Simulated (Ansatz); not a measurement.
## GaP (F-43m): the G0W0 gap against the k mesh

Aim: the G0W0 gap of GaP (F-43m) on a series of meshes, at fixed bands and cutoff.

Program: Ansatz 0.2.0. Level of theory: G0W0 on PBE, plane waves, PAW; PAW set soft_1. Results are calculated unless marked as measured.

### Step 1. Set-up

Symmetry: F-43m, No. 216, cubic system. Conventional cell: a = 5.451 Å, b = 5.451 Å, c = 5.451 Å, α = 90.00°, β = 90.00°, γ = 90.00°. Nearest to Ga lie 4 P at 2.36 Å. Nearest to P lie 4 Ga at 2.36 Å. Farther neighbours are not listed.

The cell and positions come from the Crystallography Open Database and are kept as given unless a step says otherwise.

### Step 2. The 4×4×4 mesh

G0W0 replaces the xc potential by the self-energy, built once from these orbitals. Only a window of levels is corrected, while the sums run over the empty bands that the input names. This step takes PAW set soft_1 files.

The input, input.yaml:

```yaml
crystal:
  lattice:
    - [0.0, 2.72525, 2.72525]
    - [2.72525, 0.0, 2.72525]
    - [2.72525, 2.72525, 0.0]
  atoms:
    - { symbol: Ga, position: [0.0, 0.0, 0.0] }
    - { symbol: P, position: [0.25, 0.25, 0.25] }
kpoints:
  mp_grid: { grid: [4, 4, 4] }
hamiltonian:
  xc: pbe
  pseudopotentials: { kind: paw, azcp: { folder: soft_1 } }
scf:
  occupations: { method: fixed }
gw:
  n_empty_bands: 91
  ecut_chi: 100
  qp_bands: [v2, c2]
  qp_kpoints: band_edges
  screening: { model: contour_deformation }
```

Launch:

```sh
> ansatz run input.yaml --threads 3 --pin off --max-ram 92160MiB --backend cuda --events-out ev --progress --plain --runs-dir out --devices 1 --max-vram 13GiB
```

Numbers of over 12 decimals in the logs are rounded to 6 here.

The log of the run:

```text
GPUs: using 1 of 1 available (devices: 1).
Engine: ansatz 0.2.0, x86_64-unknown-linux-gnu
Pseudopotentials: kind: paw
Pseudopotential: Ga, paw, valence charge 13, recommended cutoff 420 eV (normal), soft_1/Ga.paw.azcp
Pseudopotential: P, paw, valence charge 5, recommended cutoff 420 eV (normal), soft_1/P.paw.azcp
Functional definition: PBE
  parameter kappa = 0.804
  parameter beta = 0.066725
  exchange = pbe_x(kappa = kappa, mu = beta*pi^2/3)
  correlation = pbe_c(beta = beta)
device memory: the entry about to start is reckoned to put 0.8 GiB on a device that reports 60.9 GiB free (of which the cap on the GPU budget leaves the run 13.0 GiB)
GPU FFT provider: cuFFT
GPU libraries: cuBLAS 13.8.2, cuFFT 12.4.0, cuSOLVER 12.3.4
Crystal: 2 atoms, lattice volume = 40.481 Å³
Basis set: ecut = 420 eV, 749 PW (Γ)
Bands: 13, of which v1, the nominal top of the filled ones, is band 9 counted from 1 (8 counted from 0)
Symmetry: 24 space group operations
Space group: F-43m (ITA 216), of the structure as read, at distance tolerance 3.4e-5 Å
k-points: 8 of 64 (time reversal used)
Non-local potential: Ga, projectors of the file, l = 0: 2, l = 1: 2, l = 2: 3, l = 3: 1
Non-local potential: P, projectors of the file, l = 0: 2, l = 1: 2, l = 2: 1
PAW form: soft (Blöchl's): semilocal exchange-correlation on the pseudo side does not see the compensation charge
PAW one-centre angular grid: Ga, 590 points (default); XC on 64 Gauss nodes
PAW one-centre angular grid: P, 110 points (default); XC on 64 Gauss nodes
Initial density: superposition of atomic densities (chi_scale 0.1, normalization cell, long waves kept (reshape's long-wave potential 0.00 eV rms))
Initial wavefunctions: pseudopotential atomic-orbital guess
GPU buffer pool allocated for 19683 grid points (all kernels)
GPU transforms: local potential and band sums: pruned to the plane-wave sphere, on 25×25×25
Functional: x = pbe(κ = 0.804, μ = 0.219515), c = pbe(β = 0.066725)
SCF iter   1: F=—  HF=-4539.582756 eV  |F-HF|=—  |Δ(HF+E_count)|=         —  Δρ=4.83e-2  dr2=7.84e-1  ethr=3.10e-3  ⟨swp⟩=5.0  Hψ=567  notcnv=0  defer=12
preconditioner: auto → none  [insulator: Δε(μ)=1.933 eV  Ē_g=15.278 eV  n_scr=14 (ndim 8)  ℏωp=24.8 eV  f_vac=0.000  ε∞_Penn≈3.6]
SCF iter   2: F=—  HF=-4539.419843 eV  |F-HF|=—  |Δ(HF+E_count)|=   1.63e-1  Δρ=2.27e-2  dr2=1.13e-1  ethr=3.10e-3  ⟨swp⟩=2.2  Hψ=208  notcnv=0  defer=12
SCF iter   3: F=—  HF=-4539.416708 eV  |F-HF|=—  |Δ(HF+E_count)|=   3.13e-3  Δρ=5.84e-3  dr2=1.30e-2  ethr=6.29e-4  ⟨swp⟩=3.0  Hψ=196  notcnv=0  defer=12
SCF iter   4: F=—  HF=-4539.413568 eV  |F-HF|=—  |Δ(HF+E_count)|=   3.14e-3  Δρ=2.36e-3  dr2=9.31e-4  ethr=7.23e-5  ⟨swp⟩=2.8  Hψ=207  notcnv=0  defer=12
SCF iter   5: F=—  HF=-4539.413110 eV  |F-HF|=—  |Δ(HF+E_count)|=   4.58e-4  Δρ=4.73e-4  dr2=3.79e-5  ethr=5.17e-6  ⟨swp⟩=2.1  Hψ=197  notcnv=0  defer=12
SCF iter   6: F=—  HF=-4539.413136 eV  |F-HF|=—  |Δ(HF+E_count)|=   2.56e-5  Δρ=4.18e-5  dr2=3.13e-7  ethr=2.11e-7  ⟨swp⟩=2.6  Hψ=168  notcnv=0  defer=9
SCF iter   7: F=-4539.413136 eV  HF=-4539.413136 eV  |F-HF|=2.03e-8  |Δ(HF+E_count)|=   2.14e-7  Δρ=5.40e-6  dr2=9.67e-9  ethr=5.56e-10  ⟨swp⟩=5.9  Hψ=607  notcnv=0
SCF 1 converged in 7 iterations: F = -4539.413136 eV  dr2 = 9.67e-9
[...]
device memory: the entry about to start is reckoned to put 1.2 GiB on a device that reports 60.5 GiB free (of which the cap on the GPU budget leaves the run 13.0 GiB)
NSCF: frozen V_eff on 8 k-points
[...]
device memory: the entry about to start is reckoned to put 1.7 GiB on a device that reports 62.0 GiB free (of which the cap on the GPU budget leaves the run 13.0 GiB)
NSCF: frozen V_eff on 8 k-points
G₀W₀ screening: q 1/8
[... further progress lines ...]
device memory: the entry about to start is reckoned to put 0.3 GiB on a device that reports 62.4 GiB free (of which the cap on the GPU budget leaves the run 13.0 GiB)
NSCF: frozen V_eff on 1 k-points
SCF converged after 7 iterations
Free energy (F): -4539.413136 eV
Harris-Foulkes:  -4539.413136 eV  (|F-HF|=2.03e-8)
Internal energy: -4539.413136 eV  (E = F + TS)
E sigma→0 (E₀):  -4539.413136 eV
Fermi energy:    7.117860 eV
--- Per-component energies (eV) ---
  E_band       = -58.048443
  E_kinetic    = 181.323068
  E_local      = -1676.619537  (includes V_loc(G=0)·N_el)
  E_nonlocal   = -59.769862
  E_hartree    = 1015.502396
  E_xc         = -136.399030
  E_vxc        = -117.249295  (∫ρ·V_xc dr)
  E_paw        = -2550.805016  (= ΣΔE_a)
  E_vpaw       = -416.734724  (= ΣTr[D̂ρ^β])
  E_aug_tail   = -0.000212  (compensation charges beyond the density's cutoff)
  E_ewald      = -1312.644944
  E_smearing   = -0.000000  (= −TS)
  E_closure    = 0.000000  (closes the sum)
  Σ components = -4539.413136   (vs F -4539.413136, Δ=0.00e0)
--- Band table (eV; the first three rows and the last of 8) ---
  k-point 0: bands = [... 5 lower, -5.3820, 7.1179, 7.1179, 7.1179, 8.9382, 10.9737, 10.9737, 10.9737]
  k-point 1: bands = [... 5 lower, -4.6050, 3.2313, 6.4509, 6.4509, 9.2578, 11.8315, 11.8315, 13.4605]
  k-point 2: bands = [... 5 lower, -3.3096, 0.4662, 5.9934, 5.9934, 8.7745, 11.8051, 11.8051, 15.3835]
  k-point 7: bands = [... 5 lower, -2.3110, 0.5469, 3.5301, 3.6816, 11.8053, 11.9694, 13.1938, 13.2467]
--- G₀W₀: contour deformation, 6 samples at zero and on the imaginary axis and 2 off it, 64 q-points, 91 empty bands' worth ---
  eigenvalues of the whole cell's RPA ε∞ on this k-mesh (on a slab, of 1 + 4πα/V) = 18.1206, 18.1206, 18.1206; static W/v taken at q = 0 is 0.055186
  bands read: the sum over 100 bands ends inside a degenerate multiplet in 2 slots, whose members it reads at an even weight; the widest, k=0: bands 99 to 101 (counted from 1) at 2/3 each
  gw.qp_kpoints: band_edges: 6 of 8 stored k-points solved, in 1 pass; an edge of the gap read off the rows below is read off those points alone
    valence top: of the k-points left out ik 5 came nearest to being solved in a further pass, in band 9 (counted from 1, as in the quasiparticle table): it holds the edge there only if its correction is more favourable than any solved in that band by at least 1.209 eV; those differ by 0.119 eV
    conduction bottom: of the k-points left out ik 4 came nearest to being solved in a further pass, in band 10 (counted from 1, as in the quasiparticle table): it holds the edge there only if its correction is more favourable than any solved in that band by at least 0.811 eV; those differ by 0.464 eV
    ik  band        ε_KS         Σx   Σc(E_QP)       V_xc       Z   E_QP_lin       E_QP  E_QP is
     0     8      7.1179   -17.4052     1.5572   -15.4017  0.7653     6.6694     6.6717  root
     0     9      7.1179   -17.4052     1.5572   -15.4017  0.7653     6.6694     6.6717  root
     0    10      8.9382   -10.4830    -4.3418   -15.2441  0.7755     9.3598     9.3576  root
     0    11     10.9737    -7.3642    -4.4058   -12.0241  0.7739    11.2292    11.2278  root
     1     8      6.4509   -16.8981     1.7029   -14.7222  0.7625     5.9750     5.9779  root
     1     9      6.4509   -16.8981     1.7029   -14.7222  0.7625     5.9750     5.9779  root
     1    10      9.2578    -8.9959    -4.2147   -13.5197  0.7781     9.5680     9.5668  root
     1    11     11.8315    -7.4055    -4.6455   -12.3040  0.7601    12.0852    12.0845  root
     2     8      5.9934   -16.7896     1.8885   -14.4024  0.7590     5.4910     5.4947  root
     2     9      5.9934   -16.7896     1.8885   -14.4024  0.7590     5.4910     5.4947  root
     2    10      8.7745    -9.1530    -4.0652   -13.4950  0.7812     9.0523     9.0514  root
     2    11     11.8051    -6.9508    -4.6096   -11.7626  0.7629    12.0080    12.0072  root
     3     8      5.4259   -16.3290     1.9941   -13.8128  0.7553     4.8988     4.9037  root
     3     9      5.4259   -16.3290     1.9941   -13.8128  0.7553     4.8988     4.9037  root
[...]
6    11      8.9221    -7.7786    -3.9599   -11.8748  0.7842     9.0586     9.0584  root
     7     8      3.5301   -15.8088     2.6284   -12.5819  0.7317     2.9281     2.9316  root
     7     9      3.6816   -15.0912     2.4370   -12.0887  0.7316     3.1095     3.1161  root
     7    10     11.8053    -7.3015    -4.4163   -11.7716  0.7640    11.8592    11.8591  root
     7    11     11.9694    -8.8398    -5.0277   -14.2955  0.7444    12.3969    12.3973  root
```

Wall time 12 s (1 × NVIDIA H100 80GB HBM3 (shared by 6 runs) with 3 threads of AMD EPYC 7R13 (Zen 3), shared host); peak memory 1 GiB; 5.2 s of CPU time.

Numbers from this step:

- bands summed: 100
- RPA ε∞ on this mesh (eigenvalues): 18.12, 18.12, 18.12
- plane waves in the screening matrix: 89
- q-points in the mesh: 64
- G0W0 gap on the mesh: 2.030 eV
- k of the valence top: 0, 0, 0
- k of the conduction bottom: 0, -0.5, -0.5
- starting gap on the mesh: 1.629 eV
- Z at the valence top: 0.7653
- Z at the conduction bottom: 0.7917
- least direct G0W0 gap on the computed points: 2.686 eV

The gap on the mesh goes from 1.63 eV to 2.03 eV, a correction of +0.40 eV. Between the two edge states, bare exchange in place of the xc potential would open the gap by 5.81 eV, and correlation takes back 5.41 eV.

### Step 3. The 6×6×6 mesh

A second mesh at equal bands and cutoff isolates the sampling error.

input.yaml: that of step 2 with these lines changed.

```diff
@@ -9,3 +9,3 @@
 kpoints:
-  mp_grid: { grid: [4, 4, 4] }
+  mp_grid: { grid: [6, 6, 6] }
 hamiltonian:
```

The log of the run:

```text
GPUs: using 1 of 1 available (devices: 1).
[...]
GPU FFT provider: cuFFT
GPU libraries: cuBLAS 13.8.2, cuFFT 12.4.0, cuSOLVER 12.3.4
Crystal: 2 atoms, lattice volume = 40.481 Å³
Basis set: ecut = 420 eV, 749 PW (Γ)
Bands: 13, of which v1, the nominal top of the filled ones, is band 9 counted from 1 (8 counted from 0)
Symmetry: 24 space group operations
[...]
k-points: 16 of 216 (time reversal used)
[...]
GPU buffer pool allocated for 19683 grid points (all kernels)
[...]
SCF iter   1: F=—  HF=-4539.690141 eV  |F-HF|=—  |Δ(HF+E_count)|=         —  Δρ=4.67e-2  dr2=7.13e-1  ethr=3.10e-3  ⟨swp⟩=5.0  Hψ=1128  notcnv=0  defer=26
[...]
SCF iter   7: F=-4539.539208 eV  HF=-4539.539208 eV  |F-HF|=1.69e-8  |Δ(HF+E_count)|=   1.19e-7  Δρ=5.34e-6  dr2=9.94e-9  ethr=5.56e-10  ⟨swp⟩=6.0  Hψ=1136  notcnv=0
SCF 1 converged in 7 iterations: F = -4539.539208 eV  dr2 = 9.94e-9
[...]
0     8      7.0788   -17.1492     1.2994   -15.4018  0.7659     6.6287     6.6308  root
     0     9      7.0788   -17.1492     1.2994   -15.4018  0.7659     6.6287     6.6308  root
     0    10      8.9069   -10.7786    -4.0361   -15.2416  0.7784     9.3357     9.3337  root
     0    11     10.9607    -7.4683    -4.2813   -12.0284  0.7732    11.2406    11.2395  root
     1     8      6.7076   -16.8314     1.3878   -14.9800  0.7645     6.2416     6.2440  root
     1     9      6.7076   -16.8314     1.3878   -14.9800  0.7645     6.2416     6.2440  root
     1    10      9.4924    -9.4843    -4.0573   -13.9014  0.7773     9.8537     9.8521  root
     1    11     11.5091    -7.5971    -4.4551   -12.3422  0.7660    11.8006    11.7993  root
[...]
12     8      4.3940   -16.0083     2.2687   -13.1681  0.7422     3.8162     3.8226  root
    12     9      4.3940   -16.0083     2.2687   -13.1681  0.7422     3.8162     3.8226  root
    12    10      8.7295    -6.9039    -3.6981   -10.5911  0.7928     8.7185     8.7185  root
    12    11      8.9004    -7.9337    -3.7983   -11.8975  0.7852     9.0662     9.0659  root
[key lines of the parts left out:]
SCF converged after 7 iterations
Free energy (F): -4539.539208 eV
Fermi energy:    7.078763 eV
```

It took 14 s on 1 × NVIDIA H100 80GB HBM3 (shared by 6 runs) with 3 threads; peak memory 1 GiB.

Numbers from this step:

* bands summed: 100
* RPA ε∞ on this mesh (eigenvalues): 12.16, 12.16, 12.16
* plane waves in the screening matrix: 89
* q-points in the mesh: 216
* G0W0 gap on the mesh: 2.088 eV
* k of the valence top: 0, 0, 0
* k of the conduction bottom: 0, -0.5, -0.5
* starting gap on the mesh: 1.651 eV
* Z at the valence top: 0.7659
* Z at the conduction bottom: 0.7928
* least direct G0W0 gap on the computed points: 2.703 eV

Against the run with 4×4×4 mesh, 91 empty bands, screening to 100 eV, PAW set soft_1 files, the gap moves by +0.06 eV, while the start moved by +0.02 eV.

### Step 4. The 8×8×8 mesh

input.yaml: that of step 3 with these lines changed.

```diff
@@ -9,3 +9,3 @@
 kpoints:
-  mp_grid: { grid: [6, 6, 6] }
+  mp_grid: { grid: [8, 8, 8] }
 hamiltonian:
```

The log of the run:

```text
GPUs: using 1 of 1 available (devices: 1).
[...]
GPU FFT provider: cuFFT
GPU libraries: cuBLAS 13.8.2, cuFFT 12.4.0, cuSOLVER 12.3.4
Crystal: 2 atoms, lattice volume = 40.481 Å³
Basis set: ecut = 420 eV, 749 PW (Γ)
Bands: 13, of which v1, the nominal top of the filled ones, is band 9 counted from 1 (8 counted from 0)
Symmetry: 24 space group operations
[...]
k-points: 29 of 512 (time reversal used)
[...]
1    11     11.3078    -7.6091    -4.3577   -12.2610  0.7690    11.6033    11.6020  root
[...]
28     8      3.4983   -15.8333     2.6291   -12.5978  0.7238     2.8826     2.8920  root
    28     9      3.6532   -15.1090     2.4172   -12.1052  0.7317     3.0577     3.0667  root
    28    10     11.7736    -7.2908    -4.3894   -11.7845  0.7629    11.8781    11.8778  root
    28    11     11.9366    -8.8443    -5.0063   -14.3072  0.7394    12.3980    12.3932  root
[key lines of the parts left out:]
SCF converged after 7 iterations
Free energy (F): -4539.552902 eV
Fermi energy:    7.072455 eV
```

It took 24 s on 1 × NVIDIA H100 80GB HBM3 (shared by 6 runs) with 3 threads; peak memory 1.1 GiB.

This step gave:

* bands summed: 100
* RPA ε∞ on this mesh (eigenvalues): 10.53, 10.53, 10.53
* plane waves in the screening matrix: 89
* G0W0 gap on the mesh: 2.103 eV
* k of the valence top: 0, 0, 0
* k of the conduction bottom: 0, -0.5, -0.5
* starting gap on the mesh: 1.642 eV
* least direct G0W0 gap on the computed points: 2.706 eV

Against the run with 6×6×6 mesh, 91 empty bands, screening to 100 eV, PAW set soft_1 files, the gap moves by +0.015 eV.

### Step 5. The 10×10×10 mesh

input.yaml: that of step 4 with these lines changed.

```diff
@@ -9,3 +9,3 @@
 kpoints:
-  mp_grid: { grid: [8, 8, 8] }
+  mp_grid: { grid: [10, 10, 10] }
 hamiltonian:
```

The log of the run:

```text
GPUs: using 1 of 1 available (devices: 1).
[...]
GPU FFT provider: cuFFT
GPU libraries: cuBLAS 13.8.2, cuFFT 12.4.0, cuSOLVER 12.3.4
Crystal: 2 atoms, lattice volume = 40.481 Å³
Basis set: ecut = 420 eV, 749 PW (Γ)
Bands: 13, of which v1, the nominal top of the filled ones, is band 9 counted from 1 (8 counted from 0)
Symmetry: 24 space group operations
[...]
k-points: 47 of 1000 (time reversal used)
[...]
1    11     11.1949    -7.5960    -4.3080   -12.1975  0.7712    11.4898    11.4884  root
[...]
46     8      3.5728   -15.8281     2.5843   -12.6410  0.7251     2.9605     2.9700  root
    46     9      3.7113   -15.1610     2.3939   -12.1819  0.7316     3.1172     3.1262  root
    46    10     11.1585    -7.2702    -4.2618   -11.6404  0.7714    11.2671    11.2669  root
    46    11     11.3221    -8.3141    -4.6115   -13.2785  0.7575    11.6774    11.6751  root
[key lines of the parts left out:]
SCF converged after 7 iterations
Free energy (F): -4539.554896 eV
Fermi energy:    7.071251 eV
```

Wall time 43 s (1 × NVIDIA H100 80GB HBM3 (shared by 6 runs) with 3 threads); peak memory 1.2 GiB; 76 s of CPU time.

This step gave:

```yaml
bands_summed: 100
rpa_eps_infinity_on_this_mesh_eigenvalues: 10.02, 10.02, 10.02
plane_waves_in_the_screening_matrix: 89
g0w0_gap_on_the_mesh: 2.106 eV
k_of_the_valence_top: 0, 0, 0
k_of_the_conduction_bottom: 0, -0.5, -0.5
starting_gap_on_the_mesh: 1.605 eV
least_direct_g0w0_gap_on_the_computed_points: 2.705 eV
```

Against the run with 8×8×8 mesh, 91 empty bands, screening to 100 eV, PAW set soft_1 files, the gap moves by +0.003 eV, while the start moved by −0.04 eV.

### Step 6. The meshes together

Times are wall times on 1 × NVIDIA H100 80GB HBM3 (shared by 6 runs) with 3 threads of AMD EPYC 7R13 (Zen 3), shared host, good to a factor of about two.

```csv
mesh,points,irreducible,start (eV),G0W0 (eV),shift (eV),RPA ε∞ (mean),time
4×4×4,64,8,1.629,2.030,+0.401,18.12,12 s
6×6×6,216,16,1.651,2.088,+0.437,12.16,14 s
8×8×8,512,29,1.642,2.103,+0.460,10.53,24 s
10×10×10,1000,47,1.605,2.106,+0.501,10.02,43 s
```

### Step 7. Summary of results

```json
{
 "4×4×4": "2.030 eV (shift +0.401)",
 "6×6×6": "2.088 eV (shift +0.437)",
 "8×8×8": "2.103 eV (shift +0.460)",
 "10×10×10": "2.106 eV (shift +0.501)",
 "settings": "PBE start, 91 empty bands, 100 eV"
}
```

What this shows: The shift is +0.40 eV on 4×4×4 and +0.50 eV on 10×10×10; the last step moves it by +0.040 eV. The RPA ε∞ (mean) ranges from 10.02 to 18.12 and ends at 10.02; the coarsest mesh overstates it. On 10×10×10 the states that bound the G0W0 gap lie 1.655 eV apart in the start, so part of the shift is a change of edge. From 64 to 1000 points the time grows 3.5-fold. Bands and cutoff are modest here, so the values stand off the basis limit. The many-body steps are scalar-relativistic: spin-orbit coupling is not in them.

[Paths, hosts, dates, memory and timing lines, banners, echoed tables and standing remarks are left out of the program output.]

[Logs are printed without paths, hosts, clocks, repeated set-up lines and the standing remarks that a program may print on its own settings, such as how far it seeks lower states.]

[Runs of the session that timed out or met a known fault of the program may be left out.]

[Cells called generated may have been cut or substituted from an entry of the Crystallography Open Database or the Materials Project.]

[Hosts, paths, dates, database ids (printed as entryN), source tags and the programs' standing remarks are cut or masked in the printed files.]
